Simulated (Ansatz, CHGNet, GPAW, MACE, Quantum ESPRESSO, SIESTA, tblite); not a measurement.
## Quantum ESPRESSO on amorphous Hg20Zn15S35 (70 atoms): settings against a plane-wave reference

Aim: run amorphous Hg20Zn15S35 (70 atoms) in Quantum ESPRESSO and see how near its forces come to a plane-wave reference, and at what cost.

Program: Quantum ESPRESSO 7.5. Level of theory: the method is named at each step. Results are calculated unless marked as measured.

## Step 1: Set-up

The cell holds 70 atoms: 20 Hg, 15 Zn and 35 S. Its edges and angles: a = 11.824 Å, b = 11.824 Å, c = 11.824 Å, α = 90.0°, β = 90.0°, γ = 90.0°. 70 atoms (20 Hg, 15 Zn, 35 S) placed at random at 6.14 g/cm³, melted at 2500 K for 10 ps at fixed volume with the Stillinger-Weber II-VI potential (Zhou et al., Phys. Rev. B 88, 085309 (2013)). Quenched from 2500 K to 700 K at 500 K/ps and fixed volume, held 5 ps, then minimised at fixed cell. Then every atom was moved at random, 0.03 Å r.m.s. a Cartesian component.

The yardstick, on the same geometry:

| Item | Value |
| --- | --- |
| method | Kohn-Sham DFT, PBE, PAW, plane waves (Ansatz 0.2.0); cutoff 420 eV, Γ point, fermi-dirac smearing of 0.05 eV; PAW set soft_2 |
| r.m.s. force component | 0.4099 eV/Å |
| longest force | 1.42 eV/Å |
| pressure | -2.001 GPa |
| SCF cycles | 13 |
| time | 37 s on 4 threads of Arm Neoverse V1, shared host |
| CPU time | 2.2 min |

## Step 2: PBE, sssp-1.3.0-efficiency, 45/360 Ry

Method: Kohn-Sham DFT, PBE, SSSP efficiency 1.3.0 pseudopotentials, plane waves.

Contents of pw.in:

```
&control
  calculation = 'scf'
  pseudo_dir = './pseudo'
  outdir = './tmp'
  disk_io = 'none'
  tprnfor = .true.
  tstress = .true.
/
&system
  ibrav = 0
  nat = 70
  ntyp = 3
  ecutwfc = 45
  ecutrho = 360
  nosym = .true.
  occupations = 'smearing'
  smearing = 'fd'
  degauss = 0.003675
/
&electrons
  conv_thr = 3.5e-07
  electron_maxstep = 100
  mixing_beta = 0.4
  mixing_mode = 'plain'
  diagonalization = 'david'
/
ATOMIC_SPECIES
Hg 200.592 Hg.upf
Zn 65.380 Zn.upf
S 32.060 S.upf
CELL_PARAMETERS angstrom
11.82420 0.00000 0.00000
0.00000 11.82420 0.00000
0.00000 0.00000 11.82420
ATOMIC_POSITIONS crystal
Hg 0.75200 0.33141 0.20308
Hg 0.23239 0.71439 0.24719
Hg 0.01546 0.10197 0.71174
Hg 0.08300 0.04846 0.43199
Hg 0.25031 0.49267 0.88952
Hg 0.40311 0.75056 0.01745
Hg 0.28168 0.02249 0.90448
Hg 0.25388 0.85854 0.68321
Hg 0.51867 0.58304 0.82718
Hg 0.26225 0.30583 0.10035
Hg 0.78075 0.86373 0.48520
Hg 0.39822 0.58377 0.52033
Hg 0.54977 0.03165 0.88864
Hg 0.27566 0.04433 0.21443
Hg 0.51058 0.39669 0.06559
Hg 0.53529 0.84322 0.68031
Hg 0.51897 0.82953 0.34951
Hg 0.66895 0.12329 0.46651
Hg 0.53359 0.31445 0.69848
Hg 0.83156 0.93570 0.85947
Zn 0.68979 0.53496 0.42159
Zn 0.06386 0.80396 0.96532
Zn 0.43851 0.29527 0.38095
Zn 0.00395 0.55048 0.70281
Zn 0.21380 0.34162 0.63284
Zn 0.69342 0.68683 0.14752
Zn 0.75114 0.64180 0.65383
Zn 0.17003 0.41117 0.33116
Zn 0.92347 0.42098 0.48302
Zn 0.00652 0.14866 0.08696
Zn 0.84177 0.30913 0.81876
Zn 0.72683 0.99011 0.12576
Zn 0.95934 0.50317 0.03833
Zn 0.02031 0.71074 0.44048
Zn 0.34887 0.04650 0.55637
S 0.06343 0.32718 0.77748
S 0.80828 0.81200 0.26588
S 0.59453 0.69072 0.51070
S 0.44867 0.19870 0.20030
S 0.05705 0.60328 0.89433
S 0.60374 0.01925 0.29703
S 0.93801 0.95368 0.06899
S 0.10282 0.20607 0.27125
S 0.06027 0.87282 0.29792
S 0.88927 0.57785 0.34788
S 0.36974 0.45397 0.69252
S 0.36832 0.47305 0.33468
S 0.22862 0.87695 0.06741
S 0.33216 0.92638 0.39278
S 0.77497 0.58698 0.99206
S 0.61415 0.51441 0.23018
S 0.81588 0.44893 0.64789
S 0.27819 0.21606 0.47976
S 0.65553 0.17006 0.03342
S 0.88908 0.30734 0.02074
S 0.87978 0.06188 0.54212
[... 10 atom lines left out ...]
S 0.16405 0.18378 0.95606
S 0.76426 0.12339 0.77103
S 0.69384 0.76460 0.81321
S 0.54028 0.07227 0.64963
K_POINTS gamma
```

The run is started by

```console
$ OMP_NUM_THREADS=1 mpirun -np 4 pw.x -in pw.in > output.txt
```

Output:

```text
Program PWSCF
     gamma-point specific algorithms are used
     one sub-group per band group will be used
     scalapack distributed-memory algorithm (size of sub-group:  2*  2 procs)
     Parallelization info
     sticks:   dense  smooth     PW     G-vecs:    dense   smooth      PW
     Min        3576    1786    445               321611   113833   14262
     Max        3581    1790    450               321612   113834   14264
     Sum       14313    7153   1789              1286447   455335   57051
     bravais-lattice index     =            0
     lattice parameter (alat)  =      22.3445  a.u.
     unit-cell volume          =   11156.0872 (a.u.)^3
     number of atoms/cell      =           70
     number of atomic types    =            3
     number of electrons       =       910.00
     number of Kohn-Sham states=          546
     kinetic-energy cutoff     =      45.0000  Ry
     charge density cutoff     =     360.0000  Ry
     scf convergence threshold =      3.5E-07
     mixing beta               =       0.4000
     number of iterations used =            8  plain     mixing
     Exchange-correlation=  SLA  PW   PBX  PBC
                           (   1   4   3   4   0   0   0)
     crystal axes: (cart. coord. in units of alat)
               a(1) = (   1.000000   0.000000   0.000000 )
               a(2) = (   0.000000   1.000000   0.000000 )
               a(3) = (   0.000000   0.000000   1.000000 )
     reciprocal axes: (cart. coord. in units 2 pi/alat)
               b(1) = (  1.000000  0.000000  0.000000 )
               b(2) = (  0.000000  1.000000  0.000000 )
               b(3) = (  0.000000  0.000000  1.000000 )
     PseudoPot. # 1 for Hg:
     Pseudo is Norm-conserving, Zval = 20.0
     PseudoPot. # 2 for Zn:
     Pseudo is Ultrasoft, Zval = 20.0
     PseudoPot. # 3 for S :
     Pseudo is Ultrasoft + core correction, Zval =  6.0
     atomic species   valence    mass     pseudopotential
     Hg               20.00   200.59200     Hg( 1.00)
     Zn               20.00    65.38000     Zn( 1.00)
     S                 6.00    32.06000     S ( 1.00)
     No symmetry found
   Cartesian axes
     number of k points=     1  Fermi-Dirac smearing, width (Ry)=  0.0037
                       cart. coord. in units 2pi/alat
        k(    1) = (   0.0000000   0.0000000   0.0000000), wk =   2.0000000
     Dense  grid:   643224 G-vectors     FFT dimensions: ( 135, 135, 135)
     Smooth grid:   227668 G-vectors     FFT dimensions: (  96,  96,  96)
     Initial potential from superposition of free atoms
     starting charge     909.9952, renormalised to     910.0000
     Starting wfcs are  535 randomized atomic wfcs +   11 random wfcs
     Self-consistent Calculation
     iteration #  1     ecut=    45.00 Ry     beta= 0.40
     Threshold (ethr) on eigenvalues was too large:
     Diagonalizing with lowered threshold
     total energy              =  -13966.84804354 Ry
     estimated scf accuracy    <       7.52084502 Ry
     iteration #  2     ecut=    45.00 Ry     beta= 0.40
     total energy              =  -13964.73147071 Ry
     estimated scf accuracy    <      40.17261125 Ry
     iteration #  3     ecut=    45.00 Ry     beta= 0.40
     total energy              =  -13969.04572725 Ry
     estimated scf accuracy    <       6.13266667 Ry
     iteration #  4     ecut=    45.00 Ry     beta= 0.40
     total energy              =  -13969.33544354 Ry
     estimated scf accuracy    <       2.28545075 Ry
     iteration #  5     ecut=    45.00 Ry     beta= 0.40
     total energy              =  -13969.47326099 Ry
     estimated scf accuracy    <       0.89036283 Ry
     iteration #  6     ecut=    45.00 Ry     beta= 0.40
     total energy              =  -13969.49830636 Ry
     estimated scf accuracy    <       0.39774941 Ry
[...]
total energy              =  -13969.53039124 Ry
[...]
iteration # 24     ecut=    45.00 Ry     beta= 0.40
     total energy              =  -13969.53039131 Ry
     estimated scf accuracy    <       0.00000073 Ry
     iteration # 25     ecut=    45.00 Ry     beta= 0.40
     total energy              =  -13969.53039134 Ry
     estimated scf accuracy    <       0.00000045 Ry
     iteration # 26     ecut=    45.00 Ry     beta= 0.40
     End of self-consistent calculation
          k = 0.0000 0.0000 0.0000 ( 28526 PWs)   bands (ev):
  -118.2523-118.2055-118.1449-118.0510-118.0286-117.9605-117.9428-117.8759
  -117.7987-117.7875-117.7634-117.7462-117.7040-117.6935-117.6405-107.4057
  -107.3647-107.3250-107.3018-107.2958-107.2113-107.1727-107.1700-107.1643
  -107.1314-107.0838-107.0772-107.0768-107.0635-107.0027-106.9960-106.9436
  -106.8948-106.7885-106.7750 -72.4756 -72.4077 -72.3970 -72.3846 -72.3734
   -72.3486 -72.3290 -72.3187 -72.2972 -72.2518 -72.2263 -72.2197 -72.1909
   -72.1887 -72.1853 -72.1482 -72.1361 -72.1358 -72.1107 -72.1044 -72.0919
   -72.0610 -72.0502 -72.0331 -71.9953 -71.9894 -71.9685 -71.9473 -71.9440
   -71.9429 -71.9382 -71.9381 -71.9284 -71.9177 -71.9121 -71.9097 -71.8999
   -71.8902 -71.8598 -71.8554 -71.8472 -71.8437 -71.8293 -71.8001 -71.7884
   -55.7529 -55.7202 -55.7063 -55.7030 -55.6981 -55.6681 -55.6636 -55.6399
[...]
13.0523  13.1153  13.1548  13.2026  13.2958  13.3446  13.3826  13.4257
    13.4784  13.5165  13.5787  13.6429  13.6576  13.6936  13.7387  13.7837
    13.8219  13.9063  13.9437  13.9534  13.9991  14.0710  14.0984  14.1695
    14.2141  14.2209
     the Fermi energy is     7.5075 ev
!    total energy              =  -13969.53039123 Ry
     estimated scf accuracy    <       0.00000019 Ry
     smearing contrib. (-TS)   =      -0.02006323 Ry
     internal energy E=F+TS    =  -13969.51032800 Ry
     The total energy is F=E-TS. E is the sum of the following terms:
     one-electron contribution =  -11320.35523356 Ry
     hartree contribution      =    5808.04969412 Ry
     xc contribution           =   -1474.80319334 Ry
     ewald contribution        =   -6982.40159521 Ry
     convergence has been achieved in  26 iterations
     Forces acting on atoms (cartesian axes, Ry/au):
     atom    1 type  1   force =     0.01519522    0.00706190    0.00272617
     atom    2 type  1   force =    -0.02833855    0.00371232    0.00883154
     atom    3 type  1   force =     0.00005167    0.00998010    0.01405870
     atom    4 type  1   force =    -0.01529484   -0.01208600   -0.01152705
     atom    5 type  1   force =    -0.00625528    0.01281590   -0.00371331
     atom    6 type  1   force =     0.01795046   -0.00431837    0.00175874
[...]
atom   68 type  3   force =     0.01857802    0.00704346    0.02115795
     atom   69 type  3   force =    -0.00405271   -0.02757106   -0.03064458
     atom   70 type  3   force =    -0.04406584   -0.00124241   -0.01195463
     Total force =     0.229785     Total SCF correction =     0.002712
     Computing stress (Cartesian axis) and pressure
          total   stress  (Ry/bohr**3)                   (kbar)     P=      -24.37
  -0.00013910  -0.00003459  -0.00001928          -20.46       -5.09       -2.84
  -0.00003459  -0.00021827  -0.00005805           -5.09      -32.11       -8.54
  -0.00001928  -0.00005805  -0.00013952           -2.84       -8.54      -20.52
     Message from routine punch:
     Nothing written, as per user request (disk_io='none')
```

Elapsed: 8.8 min, on 4 MPI ranks of Arm Neoverse V1, shared host; peak memory 4.5 GiB; 35 min of CPU time.

Banners, paths, timers and routine set-up lines are dropped from the logs unmarked, and long logs keep their key lines alone; longer cuts are marked.

Compared with the plane-wave run:

```
r.m.s. force component                  : 0.4077 eV/Å
r.m.s. difference of force components   : 6.825 meV/Å
longest difference of force vectors     : 22.14 meV/Å
force difference over r.m.s. force      : 1.665 %
slope of forces against the reference's : 0.9944
correlation of force components         : 0.9999
pressure                                : -2.436 GPa
pressure difference                     : -0.4355 GPa
```

Length of the force difference by element (eV/Å):

```
element  atoms    mean   most
     Hg     20  0.0058  0.013
      S     35   0.014  0.022
     Zn     15  0.0083  0.016
```

The surroundings of S53, which bears the longest force, nearest first, numbered as they follow in the input and with coordinates relative to it.

```
atom      x      y      z  distance (Å)  bonds     Fx     Fy  Fz (eV/Å)
 S53   0.00   0.00   0.00          0.00      4   0.03  -0.35       1.37
Zn35   0.84  -2.00   0.91          2.35      3   0.97   0.42      -0.30
Zn23   1.90   0.94  -1.17          2.42      4   0.35   0.17       0.04
Zn25  -0.76   1.48   1.81          2.46      4  -0.21  -0.28      -0.34
 Hg4  -2.31  -1.98  -0.56          3.09      4  -0.39  -0.31      -0.30
Zn28  -1.28   2.31  -1.76          3.17      4   0.16   0.32      -0.09
 S43  -2.07  -0.12  -2.47          3.22      5  -0.22   0.10      -0.95
 S49   0.64  -3.43  -1.03          3.63      3  -0.37  -0.05       0.17
 S62  -1.90   3.06   0.52          3.64      4  -0.67  -0.09      -0.18
 S47   1.07   3.04  -1.72          3.65      3  -0.71  -0.16       0.21
Hg14  -0.03  -2.03  -3.14          3.74      4   0.24   0.41       0.31
```

Forces lie 1.7 % from the reference's, at 16 times its CPU time.

## Step 3: What came out

```yaml
force_difference_from_the_reference: QE PBE, sssp-1.3.0-efficiency, 45/360 Ry, 1.7 %
its_cpu_time: 35 min
```

What this shows: PBE on plane waves or a grid with other potentials, cutoffs or grids differs from the reference by 1.7 % (QE PBE, sssp-1.3.0-efficiency, 45/360 Ry) of the r.m.s. force; this holds the reference's own error, so differences of a few per cent don't tell which side is nearer the exact PBE result (QE's 45 Ry are 612 eV, against the reference's 420 eV). The potentials hold different valence shells: 790 electrons in the reference, 910 in Quantum ESPRESSO with SSSP; this bears on time and differences. The quench rate of 500 K/ps is many orders above laboratory rates, so the cell is likely richer in defects and strain than a real sample. The network of bonds at the start is that of the classical potential that made the cell, and needn't be the one that DFT or experiment would give. The reference's pressure of -2.0 GPa belongs to a cell and atoms that aren't relaxed at this level. The electronic-structure runs sample only Γ, in a cell whose shortest periodic width is 12 Å, which is coarse for a cell with partly filled levels. Spin–orbit coupling is left out, which matters for the levels of the heavy elements.

[Also dropped from logs without a mark: logging warnings of Python, and SIESTA's first energy breakdown and zero terms.]

[Logs are printed without paths, hosts, clocks, repeated set-up lines and the standing remarks that a program may print on its own settings, such as how far it seeks lower states.]

[Hosts, paths, dates, database ids (printed as entryN), source tags and the programs' standing remarks are cut or masked in the printed files.]
